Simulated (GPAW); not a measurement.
# Ag2PdO2 (Immm): the Ag L₃ absorption edge, part 2 of 2

How does the Ag L₃ edge of Ag2PdO2 (Immm) move when the bonds are compressed or stretched?

GPAW 26.7.0; X-ray absorption from dipole matrix elements to empty bands, plane-wave PAW LDA.

So far. Step 6 (Spectrum with XCH, Ag atom 1): The scaled spectrum changes by 9 % r.m.s. The highest intensity below 24 eV goes from 21.8 eV (2.32) to 22.6 eV (2.23). Step 8 (Spectrum with XCH, Ag atom 1): Against the first run the r.m.s. difference is 6 %. The highest intensity below 24 eV goes from 21.8 eV (2.32) to 22.4 eV (2.27).

### 10. Spectrum with XCH, Ag atom 1

Changed against the first core-hole run: volume scale from 1 to 1.09.

xas.py

```python
import numpy as np
from ase import Atoms
from ase.parallel import parprint, paropen
from gpaw import GPAW, PW, FermiDirac, Mixer, MixerDif, setup_paths
from gpaw.test import gen
setup_paths.insert(0, '.')
gen('Ag', name='fch2p', xcname='LDA', corehole=(2, 1, 1), write_xml=True)
from gpaw.mpi import world
world.barrier()

atoms = Atoms('Ag4Pd2O4',
    cell=[[3.09569141, -4.68798064, 0],
     [3.09569141, 4.68798064, 0],
     [-1.54784571, 2.34399032, 5.0930717]],
    scaled_positions=[[0.64242, 0, 0.28484],
     [0.14242, 0.5, 0.28484],
     [0.35758, 0, 0.71516],
     [0.85758, 0.5, 0.71516],
     [0, 0, 0],
     [0.5, 0.5, 0],
     [0.3873, 0.25, 0.2746],
     [0.8873, 0.75, 0.2746],
     [0.1127, 0.25, 0.7254],
     [0.6127, 0.75, 0.7254]],
    pbc=True)
atoms.calc = calc = GPAW(legacy_gpaw=True, mode=PW(500), xc='LDA', setups={0: 'fch2p'},
    kpts={'size': (4, 3, 4), 'gamma': True}, occupations=FermiDirac(0.1),
    charge=-1, mixer=Mixer(0.1, 5, 50), maxiter=150,
    convergence={'density': 0.0001}, txt='scf.txt')
energy = atoms.get_potential_energy() + calc.get_reference_energy()
ef = calc.get_fermi_level()
out = dict(energy=energy, fermi=ef, forces=atoms.get_forces().tolist())
parprint(f'all-electron energy {energy:.4f} eV, Fermi level {ef:.4f} eV')
ev = np.array([[calc.get_eigenvalues(k, s) for k in range(len(calc.get_ibz_k_points()))] for s in range(calc.get_number_of_spins())])
out['homo'], out['lumo'], out['counts'] = ev[ev < ef].max(), ev[ev > ef].min(), sorted(set((ev < ef).sum((0, 2)).tolist()))
out['filled'] = (ev[:, 0] < ef).sum(1).tolist()

from ase.units import Ha
from gpaw.xas import dipole_matrix_elements
nb = int(calc.get_number_of_electrons() / 2) + 101
top, nb = nb, nb + 8 + nb // 12
nscf = calc.fixed_density(kpts={'size': (4, 4, 4), 'gamma': True}, nbands=nb,
    convergence={'bands': top, 'eigenstates': 1e-5}, maxiter=60, txt='nscf.txt')
cell = atoms.cell.array
ops = [cell.T @ U.T @ np.linalg.inv(cell.T) for U in nscf.wfs.kd.symmetry.op_scc]
E = np.arange(-6, 34, 0.1)
fwhm = np.interp(E, [4, 25], [2.4, 3.5])
Y, X, zero, highest = 0, 0, 1e9, 1e9
for spin in range(nscf.get_number_of_spins()):
    wfs = nscf.wfs
    A = dipole_matrix_elements(wfs.setups[0])
    eps = np.zeros((wfs.kd.nibzkpts, nb))
    d = np.zeros((3, A.shape[1], wfs.kd.nibzkpts, nb), complex)
    for kpt in wfs.kpt_u:
        if kpt.s == spin and 0 in kpt.P_ani:
            eps[kpt.k] = kpt.eps_n * Ha
            d[:, :, kpt.k] = (kpt.weight * wfs.nspins / 2) ** 0.5 * np.inner(A, kpt.P_ani[0])
    world.sum(eps)
    world.sum(d)
    T = np.einsum('amkn,bmkn->abkn', d, d.conj()).real
    T = sum(np.einsum('ai,ijkn,bj->abkn', R, T, R) for R in ops) / len(ops)
    empty = eps > ef
    zero, highest = min(zero, eps[empty].min()), min(highest, eps[:, top - 1].min())
    lines = [(eps, T, empty)] if spin == 0 else lines + [(eps, T, empty)]
for eps, T, empty in lines:
    f = np.einsum('aakn->akn', T).reshape(3, -1)
    x = eps.ravel() - zero
    w = np.interp(x, E, fwhm) / 2.35482
    g = np.exp(-0.5 * ((E[:, None] - x) / w) ** 2) / (w * (2 * np.pi) ** 0.5)
    Y = Y + (f * empty.ravel()) @ g.T
    X = X + (f * ~empty.ravel()) @ g.T
out.update(E=E.round(2).tolist(), xas=Y.tolist(), xes=X.tolist(), zero=zero, valid=highest - zero, nk=len(eps), nb=nb)
for i in range(0, len(E), 10):
    parprint(f'{E[i]:7.2f}', *(f'{v:10.3e}' for v in Y[:, i]))
import json
with paropen('out.json', 'w') as f:
    json.dump(out, f)
```

Started as:

```sh
$ OMP_NUM_THREADS=1 mpirun -n 2 gpaw python xas.py
```

Elapsed: 5.7 min, on 2 MPI ranks of Arm Neoverse V2, shared host; peak memory 0.67 GiB.

```
E (eV)  first run  this run
  -2.0       0.02      0.02
  -1.0       0.12      0.10
   0.0       0.35      0.31
   1.0       0.54      0.48
   2.0       0.52      0.47
   3.0       0.45      0.41
   4.0       0.48      0.45
   5.0       0.58      0.54
   6.0       0.74      0.69
   7.0       0.90      0.81
   8.0       0.91      0.82
   9.0       0.94      0.89
  10.0       1.09      1.04
  11.0       1.23      1.18
  12.0       1.33      1.27
  13.0       1.34      1.26
  14.0       1.23      1.15
  15.0       1.08      1.05
  16.0       1.04      1.13
  17.0       1.19      1.37
  18.0       1.46      1.70
  19.0       1.79      2.04
  20.0       2.10      2.28
  21.0       2.28      2.35
  22.0       2.32      2.27
  23.0       2.24      2.08
  24.0       2.06      1.84
  25.0       1.84      1.62
  26.0       1.63      1.47
  27.0       1.48      1.39
  28.0       1.38      1.32
  29.0       1.31      1.27
  30.0       1.25      1.22
  31.0       1.21      1.20
  32.0       1.19      1.21
```

Against the first run the r.m.s. difference is 8 %. The highest intensity below 24 eV goes from 21.8 eV (2.32) to 21.0 eV (2.35).

The photon energy of the zero moves by -0.23 eV.

### 11. The volumes side by side

```
volume  nearest distance (Å)  shift of the zero (eV)  maximum 1 (eV above own zero)  maximum 2 (eV above own zero)  maximum 3 (eV above own zero)
  0.91                 2.208                   +0.33                            1.2                           12.8                           22.6
  0.94                 2.232                   +0.21                            1.2                           12.6                           22.4
     1                 2.278                   +0.00                            1.4                           12.6                           21.8
  1.09                 2.345                   -0.23                            1.4                           12.4                           21.0
```

The curves, each shifted by its zero's change so that they share one photon-energy axis, counted from the zero at V × 1:

```
E (eV)  V × 0.91  V × 0.94  V × 1  V × 1.09
  -2.0      0.01      0.01   0.02      0.03
  -1.0      0.08      0.09   0.12      0.14
   0.0      0.30      0.32   0.35      0.37
   1.0      0.56      0.56   0.54      0.49
   2.0      0.59      0.57   0.52      0.45
   3.0      0.51      0.49   0.45      0.41
   4.0      0.50      0.49   0.48      0.46
   5.0      0.57      0.57   0.58      0.57
   6.0      0.71      0.72   0.74      0.73
   7.0      0.91      0.92   0.90      0.81
   8.0      1.03      0.99   0.91      0.82
   9.0      1.00      0.97   0.94      0.92
  10.0      1.07      1.07   1.09      1.08
  11.0      1.23      1.23   1.23      1.21
  12.0      1.35      1.34   1.33      1.28
  13.0      1.39      1.38   1.34      1.24
  14.0      1.34      1.31   1.23      1.12
  15.0      1.18      1.14   1.08      1.05
  16.0      1.03      1.02   1.04      1.17
  17.0      1.02      1.06   1.19      1.44
  18.0      1.16      1.25   1.46      1.78
  19.0      1.41      1.53   1.79      2.10
  20.0      1.72      1.86   2.10      2.31
  21.0      2.01      2.12   2.28      2.35
  22.0      2.19      2.25   2.32      2.24
  23.0      2.23      2.26   2.24      2.02
  24.0      2.18      2.17   2.06      1.78
  25.0      2.07      2.01   1.84      1.58
  26.0      1.90      1.81   1.63      1.45
  27.0      1.70      1.61   1.48      1.37
  28.0      1.52      1.46   1.38      1.31
  29.0      1.40      1.36   1.31      1.26
  30.0      1.31      1.29   1.25      1.22
  31.0      1.23      1.22   1.21      1.20
  32.0      1.17      1.18   1.19      1.22
```

### 12. What came out

| Property | Result |
| --- | --- |
| absorber and edge | Ag L₃, atom 1 of the ground-state input (counted from 1) |
| surroundings | 2 O at 2.28 Å and 2 O at 2.65 Å (4-fold, site symmetry mm2) |
| highest intensity below 24 eV | 21.8 eV above the zero, height 2.32 |

**Reading.** From V × 0.91 to V × 1.09 the nearest distance grows by 0.137 Å and the zero moves by -0.55 eV. Above their own zero, the maxima move from 1.2 to 1.4 eV, from 12.8 to 12.4 eV and from 22.6 to 21.0 eV. The one highest in energy moves most, in the direction that the rule ΔE·R² ≈ constant for scattering resonances gives. The Ag L₃ edge of atom 1, with 2 O at 2.28 Å and 2 O at 2.65 Å (4-fold, site symmetry mm2), has its highest intensity of the first 24 eV at 21.8 eV above the zero, 2.3 times the mean level of the first 20 eV (Gaussian full width 2.4 eV up to 4 eV, rising linearly to 3.5 eV at 25 eV). At the Ag L₃ edge of atom 1 polarisation matters most near 2.8 eV, where the curves differ by 0.6 on this scale. Only the L₃ part is meant: spin–orbit coupling of the core level isn't computed and the L₂ copy isn't added. The script folds with a Gaussian, whereas the core hole's own line is a Lorentzian, so the onset is too steep and the first peak too high. The unit cell's mesh shows no gap over 0.35 eV. That is right for a metallic compound; for a small-gap or correlated insulator it would be the fault of the functional or of the assumed magnetic order, and the hole would be screened too well. The holes are only 5.5 Å apart, so the shape is probably not converged with cell size; no larger cell was run here. The mesh is coarse (0.35 Å⁻¹ between points), so small maxima may be mesh ripples. Lifetime broadening is put in by hand, and intensities beyond about 20 eV depend on it and on the partial waves. The structure is a published determination, not relaxed.

[Logs are printed without paths, hosts, clocks, repeated set-up lines and the standing remarks that a program may print on its own settings, such as how far it seeks lower states.]

[Hosts, paths, dates, database ids (printed as entryN), source tags and the programs' standing remarks are cut or masked in the printed files.]

[Lists of maxima count a maximum above −3 eV only where it reaches 4 % of the highest in the window and stands out from its surroundings by 2 % of it (1.5 % where it reaches 55 %); shoulders and weaker maxima are passed over, and of the rest the first, up to two pre-edge ones and the few strongest are named.]
